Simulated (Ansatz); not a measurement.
## Bands, cutoff and cost in G0W0 for BN (P6_3/mmc)

Aim: see how the G0W0 gap of BN (P6_3/mmc) on PBE moves with empty bands and screening cutoff, and what each rung costs.

Calculated with Ansatz 0.2.0; G0W0 on PBE, plane waves, PAW.

Report form: the programs' logs are mostly left out.

## 1. The structure

Symmetry: P6_3/mmc, No. 194, hexagonal system. Conventional cell: a = 2.504 Å, b = 2.504 Å, c = 6.661 Å, α = 90.00°, β = 90.00°, γ = 120.00°. Nearest to B lie 3 N at 1.45 Å. Nearest to N lie 3 B at 1.45 Å. Farther neighbours and most contacts between anions are not listed.

Structure file:

```cif
data_structure
_symmetry_space_group_name_H-M 'P 1'
_symmetry_Int_Tables_number 1
_cell_length_a 2.5040
_cell_length_b 2.5040
_cell_length_c 6.6612
_cell_angle_alpha 90.000
_cell_angle_beta 90.000
_cell_angle_gamma 120.000
_cell_volume 36.17
loop_
_atom_site_label
_atom_site_type_symbol
_atom_site_fract_x
_atom_site_fract_y
_atom_site_fract_z
_atom_site_occupancy
B1 B 0.33333 0.66667 0.25000 1
B2 B 0.66667 0.33333 0.75000 1
N3 N 0.33333 0.66667 0.75000 1
N4 N 0.66667 0.33333 0.25000 1
```

The cell and positions come from the Crystallography Open Database and are kept as given unless a step says otherwise.

## 2. 150 empty bands, screening to 150 eV

Now the one-shot GW correction: screening in the RPA, then the self-energy of the levels asked for. This step takes hard PAW files.

File input.yaml:

```yaml
crystal:
  lattice:
    - [2.50399, 0.0, 0.0]
    - [-1.251995, 2.1685189508, 0.0]
    - [0.0, 0.0, 6.6612]
  atoms:
    - { symbol: B, position: [0.3333333333, 0.6666666667, 0.25] }
    - { symbol: B, position: [0.6666666667, 0.3333333333, 0.75] }
    - { symbol: "N", position: [0.3333333333, 0.6666666667, 0.75] }
    - { symbol: "N", position: [0.6666666667, 0.3333333333, 0.25] }
kpoints:
  mp_grid: { grid: [12, 12, 4] }
hamiltonian:
  xc: pbe
  pseudopotentials: { kind: paw, source: ansatz }
scf:
  occupations: { method: fixed }
gw:
  n_empty_bands: 150
  ecut_chi: 150
  qp_bands: [v2, c2]
  qp_kpoints: band_edges
  screening: { model: contour_deformation }
```

Launch:

```bash
$ ansatz run input.yaml --threads 3 --pin off --max-ram 92160MiB --backend cuda --events-out ev --progress --plain --runs-dir out --devices 1 --max-vram 13GiB
```

Wall time 2.7 min (1 × NVIDIA H100 80GB HBM3 (shared by 6 runs) with 3 threads of AMD EPYC 7R13 (Zen 3), shared host); peak memory 1.6 GiB.

This step gave:

```yaml
bands_summed: 158
rpa_eps_infinity_on_this_mesh_eigenvalues: 2.516, 4.534, 4.534
plane_waves_in_the_screening_matrix: 151
q_points_in_the_mesh: 576
g0w0_gap_on_the_mesh: 5.830 eV
k_of_the_valence_top: 0.3333, 0.3333, -0.5
k_of_the_conduction_bottom: 0, -0.5, 0
starting_gap_on_the_mesh: 4.287 eV
z_at_the_valence_top: 0.7824
z_at_the_conduction_bottom: 0.8201
least_direct_g0w0_gap_on_the_computed_points: 6.313 eV
```

The gap on the mesh goes from 4.29 eV to 5.83 eV, a correction of +1.54 eV. Between the two edge states, bare exchange in place of the xc potential would open the gap by 8.38 eV, and correlation takes back 6.83 eV.

## 3. 324 empty bands, screening to 250 eV

Another rung: the empty bands reach about as high as the screening cutoff, so the two stay in balance.

input.yaml, as its differences from that of step 2:

```diff
@@ -18,4 +18,4 @@
 gw:
-  n_empty_bands: 150
-  ecut_chi: 150
+  n_empty_bands: 324
+  ecut_chi: 250
   qp_bands: [v2, c2]
```

Run time: 5.5 min. Hardware: 1 × NVIDIA H100 80GB HBM3 (shared by 6 runs) with 3 threads; peak memory 2.8 GiB; 10 min of CPU time.

This step gave:

* bands summed: 332
* RPA ε∞ on this mesh (eigenvalues): 2.515, 4.525, 4.525
* plane waves in the screening matrix: 335
* q-points in the mesh: 576
* G0W0 gap on the mesh: 5.984 eV
* k of the valence top: 0.3333, 0.3333, -0.5
* k of the conduction bottom: 0, -0.5, 0
* starting gap on the mesh: 4.287 eV
* Z at the valence top: 0.7795
* Z at the conduction bottom: 0.8197
* least direct G0W0 gap on the computed points: 6.455 eV

Against the run with 12×12×4 mesh, 150 empty bands, screening to 150 eV, hard PAW files, the gap moves by +0.15 eV.

## 4. Changing the k mesh: 18×18×6 mesh, 150 empty bands, screening to 150 eV, hard PAW files

A second mesh at equal bands and cutoff isolates the sampling error. Bands and cutoff differ from the step before, so it is read against an earlier run that matches them.

input.yaml, as its differences from that of step 3:

```diff
@@ -11,3 +11,3 @@
 kpoints:
-  mp_grid: { grid: [12, 12, 4] }
+  mp_grid: { grid: [18, 18, 6] }
 hamiltonian:
@@ -18,4 +18,4 @@
 gw:
-  n_empty_bands: 324
-  ecut_chi: 250
+  n_empty_bands: 150
+  ecut_chi: 150
   qp_bands: [v2, c2]
```

The job ended after 12 min (1 × NVIDIA H100 80GB HBM3 (shared by 6 runs) with 3 threads; peak memory 2.9 GiB; 22 min of CPU time).

This step gave:

- bands summed: 158
- RPA ε∞ on this mesh (eigenvalues): 2.516, 4.534, 4.534
- plane waves in the screening matrix: 151
- G0W0 gap on the mesh: 5.781 eV
- k of the valence top: 0.2778, 0.3333, 0
- k of the conduction bottom: 0, -0.5, 0
- starting gap on the mesh: 4.249 eV
- least direct G0W0 gap on the computed points: 6.311 eV

Against the run with 12×12×4 mesh, 150 empty bands, screening to 150 eV, hard PAW files, the gap moves by −0.05 eV, while the start moved by −0.04 eV. A band edge is found at another k point on this mesh.

## 5. Convergence and cost

Times are wall times on 1 × NVIDIA H100 80GB HBM3 (shared by 6 runs) with 3 threads of AMD EPYC 7R13 (Zen 3), shared host, good to a factor of about two.

```csv
mesh,files,frequency,bands summed,cutoff (eV),start (eV),G0W0 (eV),time,host memory (GiB)
12×12×4,hard PAW,contour deformation,158,150,4.287,5.830,2.7 min,1.6
12×12×4,hard PAW,contour deformation,332,250,4.287,5.984,5.5 min,2.8
18×18×6,hard PAW,contour deformation,158,150,4.249,5.781,12 min,2.9
```

The parts of the quasiparticle energy at the two band edges (eV; QP = start + Σx + Σc − Vxc):

```csv
run,edge,start,Σx,Σc,Vxc,Z,QP
158 bands,valence top,4.70,-20.60,2.50,-17.19,0.78,3.79
158 bands,conduction bottom,8.99,-5.80,-4.34,-10.77,0.82,9.62
332 bands,valence top,4.70,-20.60,2.27,-17.19,0.78,3.57
332 bands,conduction bottom,8.99,-5.80,-4.41,-10.77,0.82,9.55
```

## 6. Summary of results

```json
{"158 bands, 150 eV": "5.830 eV", "332 bands, 250 eV": "5.984 eV", "estimated limit in bands and cutoff": "6.12 eV", "mesh and start": "12×12×4, PBE"}
```

In words: A line in one over the bands through the two rungs gives 6.12 eV, +0.14 eV from the top rung; with two points alone it is an unchecked estimate. The rungs stand 0.29 eV (158 bands) and 0.14 eV (332 bands) from it. From 158 to 332 bands the gap moves by +0.15 eV while the time grows 2.1-fold. Σc changes by −0.23 eV at the valence top and −0.07 eV at the conduction bottom, so the valence edge carries most of the change. On the 18×18×6 mesh in place of 12×12×4 the gap differs by −0.05 eV, of which −0.04 eV is already in the start. Gaps are over the mesh's points; an edge off the mesh would be missed.

[Paths, hosts, dates, memory and timing lines, banners, echoed tables and standing remarks are left out of the program output.]

[Logs are printed without paths, hosts, clocks, repeated set-up lines and the standing remarks that a program may print on its own settings, such as how far it seeks lower states.]

[Runs of the session that timed out or met a known fault of the program may be left out.]

[Cells called generated may have been cut or substituted from an entry of the Crystallography Open Database or the Materials Project.]

[Hosts, paths, dates, database ids (printed as entryN), source tags and the programs' standing remarks are cut or masked in the printed files.]
